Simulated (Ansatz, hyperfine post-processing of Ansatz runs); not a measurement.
# Fermi-contact shifts in LiFeAsHO5, part 2 of 2

Wanted: contact shifts and dipolar anisotropies of 7Li, 1H and 17O in paramagnetic LiFeAsHO5 at 320 K.

DFT, PBE+U, plane-wave PAW, default files, collinear spin, scalar-relativistic.

So far. Step 2 (Saturated spin state): Spin density in the bc plane at fractional x = 0.499, with atoms of Fe and H within 0.2 Å of it.

## (3) Reversing single moments

Above the ordering point the moments are not free: their couplings set the Weiss constant, which scales every shift. Reversing one ion measures these couplings, and shows at once how much of each shift that ion sends.

Input file input.yaml:

```yaml
crystal:
  lattice:
    - [5.2652, 0.0, 0.0]
    - [-0.7784016639, 5.4285765777, 0.0]
    - [-1.9531064585, -2.9163138302, 6.5069113292]
  atoms:
    - { symbol: As, position: [0.0490785937, 0.8635241018, 0.2316076786] }
    - { symbol: As, position: [0.9509214063, 0.1364758982, 0.7683923214] }
    - { symbol: Fe, position: [0.0, 0.5, 0.5], spin: -4.0 }
    - { symbol: Fe, position: [0.5, 0.0, 0.0], spin: 3.9 }
    - { symbol: O, position: [0.1689684953, 0.184790606, 0.4156945299] }
    - { symbol: O, position: [0.8310315047, 0.815209394, 0.5843054701] }
    - { symbol: O, position: [0.6168339449, 0.3154775809, 0.2807165393] }
    - { symbol: O, position: [0.3831660551, 0.6845224191, 0.7192834607] }
    - { symbol: O, position: [0.1870311212, 0.819924011, 0.0424609265] }
    - { symbol: O, position: [0.8129688788, 0.180075989, 0.9575390735] }
    - { symbol: O, position: [0.1662809571, 0.647172503, 0.3309402389] }
    - { symbol: O, position: [0.8337190429, 0.352827497, 0.6690597611] }
    - { symbol: O, position: [0.7025221616, 0.7613981698, 0.115220925] }
    - { symbol: O, position: [0.2974778384, 0.2386018302, 0.884779075] }
    - { symbol: Li, position: [0.4327069004, 0.5546111338, 0.1827858829] }
    - { symbol: Li, position: [0.5672930996, 0.4453888662, 0.8172141171] }
    - { symbol: H, position: [0.5011863272, 0.2738384272, 0.3567674622] }
    - { symbol: H, position: [0.4988136728, 0.7261615728, 0.6432325378] }
magnetization:
  spin_polarized: true
kpoints:
  mp_grid: { grid: [5, 5, 4] }
scf:
  lower_state_search: "off"
  occupations: { method: fermi_dirac, width: 0.02 }
hamiltonian:
  xc: pbe
  hubbard: [{ species: Fe, l: d, u_eff: 4 }]
output:
  efg:
    contact_densities: true
    quadrupole_moments_barn: { As: 0.311, O: -0.02558, Li: -0.0401, H: 0.00285783 }
  forces: false
```

Started as:

```
$ ansatz run input.yaml --threads 4 --pin off --max-ram 16384MiB --backend cpu --events-out ev --progress --plain --runs-dir out
```

Output:

```text
[a pick of lines, long numbers rounded; other set-up, energy and force rows are left out]
[...]
atom   1  As V_zz =    -1.437316   η = 0.8625   by run symmetry: allowed   C_q = -10.8085 MHz
[...]
atom   2  As V_zz =    -1.437316   η = 0.8625   by run symmetry: allowed   C_q = -10.8085 MHz
[...]
atom   3  Fe V_zz =    -2.428906   η = 0.7638   by run symmetry: allowed
[...]
atom   4  Fe V_zz =    -3.433897   η = 0.8185   by run symmetry: allowed
[...]
atom   5  O  V_zz =   +13.182997   η = 0.2804   by run symmetry: allowed   C_q = -8.1540 MHz
[...]
atom   6  O  V_zz =   +13.182997   η = 0.2804   by run symmetry: allowed   C_q = -8.1540 MHz
[...]
atom   7  O  V_zz =    +8.971630   η = 0.9177   by run symmetry: allowed   C_q = -5.5491 MHz
[...]
atom   8  O  V_zz =    +8.971630   η = 0.9177   by run symmetry: allowed   C_q = -5.5491 MHz
[...]
atom   9  O  V_zz =   +12.873001   η = 0.1373   by run symmetry: allowed   C_q = -7.9622 MHz
[...]
atom  10  O  V_zz =   +12.873001   η = 0.1373   by run symmetry: allowed   C_q = -7.9622 MHz
[...]
atom  11  O  V_zz =   +12.641669   η = 0.4816   by run symmetry: allowed   C_q = -7.8191 MHz
[...]
atom  12  O  V_zz =   +12.641669   η = 0.4816   by run symmetry: allowed   C_q = -7.8191 MHz
[...]
atom  13  O  V_zz =   +12.531079   η = 0.3210   by run symmetry: allowed   C_q = -7.7507 MHz
[...]
atom  14  O  V_zz =   +12.531079   η = 0.3210   by run symmetry: allowed   C_q = -7.7507 MHz
[...]
atom  15  Li V_zz =    +0.110046   η = 0.5106   by run symmetry: allowed   C_q = -0.1067 MHz
[...]
atom  16  Li V_zz =    +0.110046   η = 0.5106   by run symmetry: allowed   C_q = -0.1067 MHz
[...]
atom  17  H  V_zz =    +3.517085   η = 0.0687   by run symmetry: allowed   C_q = +0.2430 MHz
[...]
atom  18  H  V_zz =    +3.517085   η = 0.0687   by run symmetry: allowed   C_q = +0.2430 MHz
[...]
Occupation matrices written to <dir>
```

The job ended after 44 s (4 threads of Intel Xeon Platinum 8375C at 2.90GHz (Ice Lake), shared host; peak memory 1.8 GiB; 2.6 min of CPU time).

The parallel state has -24785.8542 eV at zero smearing. Each flip reverses one ion with all its periodic images. It gives an energy and, by half the change of the contact field, the share of that set of ions in each shift at 320 K (ppm; atoms of one site can get unlike shares):

| atom reversed | energy (eV) | change (meV) | Li | H | O(1) | O(2) | O(3) | O(4) | O(5) |
| --- | --- | --- | --- | --- | --- | --- | --- | --- | --- |
| Fe3 | -24785.9656 | -111.4 | 413 | 145 | 28000 | 21500 | 1720 | 25900 | 600 |
| Fe4 | -24785.9656 | -111.4 | 412 | 195 | 2120 | 22300 | 32000 | 2350 | 24000 |

In mean-field theory Θ = ΔE (S + 1) / (6 S k_B), as a plain mean over the flips, not weighted by how often each ion occurs: Θ = -302 K. Couplings between an ion and its own images are missing, but in this cell they lie beyond the nearest magnetic neighbours. Θ = 0 is used for the shifts.

## (4) Other levels of theory

Spin transfer to the ligands hangs on how far the functional delocalises the open shell, so other levels show how much the fields depend on it.

Contact fields (T) with all moments parallel; times on 4 threads of Intel Xeon Platinum 8375C at 2.90GHz (Ice Lake), shared host. Each level takes the cutoff that its files ask for.

| level | moment (μB) | time | Li | H | O(1) | O(2) | O(3) | O(4) |
| --- | --- | --- | --- | --- | --- | --- | --- | --- |
| PBE +U Fe 4 eV | 10.00 | 51 s | 0.168 | 0.0694 | 6.14 | 8.94 | 6.89 | 5.77 |
| r2SCAN +U Fe 2 eV | 10.00 | 71 s | 0.132 | 0.0292 | 6.81 | 10.3 | 7.78 | 6.53 |
| r2SCAN | 10.00 | 78 s | 0.152 | 0.0316 | 7.32 | 10.8 | 8.41 | 7.01 |

## (5) Scaling to the paramagnet

The shift is δ = B · g μB (S + 1) / (3 k_B (T − Θ)) with g = 2; at 320 K and Θ = 0 K one tesla gives 4898 ppm. The anisotropy is a sum over point dipoles on the Fe ions, scaled alike; on atoms bound to Fe, spin in their own p shell adds an anisotropy that this leaves out.

| site | nucleus | δ_iso (ppm) | with the calculated Θ | reduced anisotropy (ppm) | asymmetry |
| --- | --- | --- | --- | --- | --- |
| Li | 7Li | 825 | 424 | 1400 | 0.31 |
| H | 1H | 340 | 175 | -3070 | 0.20 |
| O(1) | 17O | 30100 | 15500 | 4960 | 0.03 |
| O(2) | 17O | 43800 | 22500 | 7260 | 0.46 |
| O(3) | 17O | 33700 | 17400 | 5610 | 0.11 |
| O(4) | 17O | 28200 | 14500 | 5380 | 0.01 |
| O(5) | 17O | 24600 | 12700 | 5250 | 0.16 |
| As | 75As | 48400 | 24900 | -923 | 0.83 |

The reduced anisotropy is δ_zz − δ_iso, with zz the principal value farthest from δ_iso. The Weiss constant adds its own doubt: exchange couplings from semilocal functionals with a U can miss even their sign, and a Θ lower by 100 K would lower every shift by 24 %.

7Li MAS at 7.05 T (116.7 MHz), 60 kHz, 320 K; contact and dipolar shift alone, no orbital or quadrupolar part; lines under 1.5 % of the strongest are left out. NMR lines, with heights relative to the strongest:

| position (ppm) | label | intensity |
| --- | --- | --- |
| -718.1 | Li -3 | 2.6 |
| -203.8 | Li -2 | 16 |
| 310.5 | Li -1 | 95 |
| 824.8 | Li centre | 100 |
| 1339.1 | Li +1 | 43 |
| 1853.4 | Li +2 | 32 |
| 2367.7 | Li +3 | 7.1 |
| 2882.0 | Li +4 | 1.7 |

1H MAS at 7.05 T (300.2 MHz), 60 kHz, 320 K; contact and dipolar shift alone, no orbital or quadrupolar part; lines under 1.5 % of the strongest are left out. Lines of the NMR spectrum (strongest = 100):

| position (ppm) | label | intensity |
| --- | --- | --- |
| -3058.2 | H -17 | 1.9 |
| -2858.3 | H -16 | 4.4 |
| -2658.4 | H -15 | 9.1 |
| -2458.5 | H -14 | 16 |
| -2258.6 | H -13 | 24 |
| -2058.7 | H -12 | 30 |
| -1858.8 | H -11 | 29 |
| -1659.0 | H -10 | 22 |
| -1459.1 | H -9 | 21 |
| -1259.2 | H -8 | 25 |
| -1059.3 | H -7 | 33 |
| -859.4 | H -6 | 26 |
| -659.5 | H -5 | 26 |
| -459.6 | H -4 | 33 |
| -259.8 | H -3 | 32 |
| -59.9 | H -2 | 29 |
| 140.0 | H -1 | 39 |
| 339.9 | H centre | 38 |
| 539.8 | H +1 | 39 |
| 739.7 | H +2 | 40 |
| 939.6 | H +3 | 41 |
| 1139.4 | H +4 | 64 |
| 1339.3 | H +5 | 83 |
| 1539.2 | H +6 | 100 |
| 1739.1 | H +7 | 88 |
| 1939.0 | H +8 | 53 |
| 2138.9 | H +9 | 25 |
| 2338.8 | H +10 | 9.2 |
| 2538.6 | H +11 | 3.1 |

## (6) Outcome

* spin of Fe: 2.50
* Weiss constant, mean field (rough, not used): -302 K
* 7Li contact shift at 320 K, Θ = 0 K: 825 ppm
* 1H contact shift at 320 K, Θ = 0 K: 340 ppm
* 17O contact shift at 320 K, Θ = 0 K: 30100, 43800, 33700, 28200, 24600 ppm
* 75As contact shift at 320 K, Θ = 0 K: 48400 ppm

What this shows: At 320 K the Fe moments shift 7Li on Li by 825 ppm, 1H on H by 340 ppm, 17O on O(1) by 30100 ppm, 17O on O(2) by 43800 ppm, 17O on O(3) by 33700 ppm and 17O on O(4) by 28200 ppm, scaled with a pure Curie law. No measured Weiss constant is at hand, and the one from single flips is too rough to scale with, so the shifts are given for a pure Curie law; the couplings found are strong, so their size is uncertain by a factor of two or more. The calculated Θ of -302 K would multiply them by 0.51. Over the levels shown that keep the moment, the field at Li runs from 0.132 T (r2SCAN +U Fe 2 eV) to 0.168 T (PBE +U Fe 4 eV). 1 further run of this session (trial settings, or flips that did not finish) is not shown. All this holds only well above the ordering temperature and the strongest exchange, neither of which is computed. The orbital (chemical) shift and the pseudocontact shift from g anisotropy are not included. Couplings this strong may order the moments above this temperature, where no paramagnetic shift is seen. For anions bound to the magnetic ion the point-dipole anisotropy lacks the spin in their own p orbitals, and their lines are broad and relax fast. The dipole sum is for a spherical crystallite; bulk susceptibility, which broadens real lines, and quadrupolar couplings are left out.

[Logs are printed without paths, hosts, clocks, repeated set-up lines and the standing remarks that a program may print on its own settings, such as how far it seeks lower states.]

[Hosts, paths, dates, database ids (printed as entryN), source tags and the programs' standing remarks are cut or masked in the printed files.]
